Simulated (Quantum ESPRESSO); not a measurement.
```
Collinear magnetic orders of VClO with Quantum ESPRESSO
1.0
     3.30000    0.00000    0.00000
     0.00000    3.78000    0.00000
     0.00000    0.00000    7.91000
V Cl O
2 2 2
Direct
  0.00000 0.50000 0.11480
  0.50000 0.00000 0.88520
  0.50000 0.50000 0.32790
  0.00000 0.00000 0.67210
  0.50000 0.50000 0.95420
  0.00000 0.00000 0.04580
# method: LDA with U = 3.2 eV on V d (ortho-atomic projectors); plane waves with GBRV 1.5 LDA potentials, no spin-orbit coupling (and 1 further level or step)
# program: Quantum ESPRESSO 7.5
# settings of one run: GBRV 1.5 LDA, cutoff 544.23 eV, 6×6×6 k-mesh, 38 bands, fermi-dirac occupations, smearing width 0.05 eV, collinear spin, SCF threshold 1.20e-8, Hubbard form dudarev, Hubbard projectors ortho-atomic, mesh matched on, starting moments 2 2 0 0 0 0 μB
# cost: 2 runs, 1.8 min in all on 4 MPI ranks of Intel Xeon Platinum 8488C (Sapphire Rapids), shared host (the runs of this entry)
# notes: The run is spin-polarised, with a total moment of 4.00 μB a cell (absolute 4.18).
# lowest state found: ferromagnetic (from ferro ++)
# largest site moment: 1.53 μB
# next state with moments: antiferromagnetic, 19.3 meV a seeded atom higher
```

[Logs and program files are shortened in this print: banners, set-up blocks, solver, clock and traceback lines can be left out without a mark of their own.]

[Logs are printed without paths, hosts, clocks, repeated set-up lines and the standing remarks that a program may print on its own settings, such as how far it seeks lower states.]

[Hosts, paths, dates, database ids (printed as entryN), source tags and the programs' standing remarks are cut or masked in the printed files.]

[Where a cell is said to come from a database of computed structures, the database is the Materials Project.]
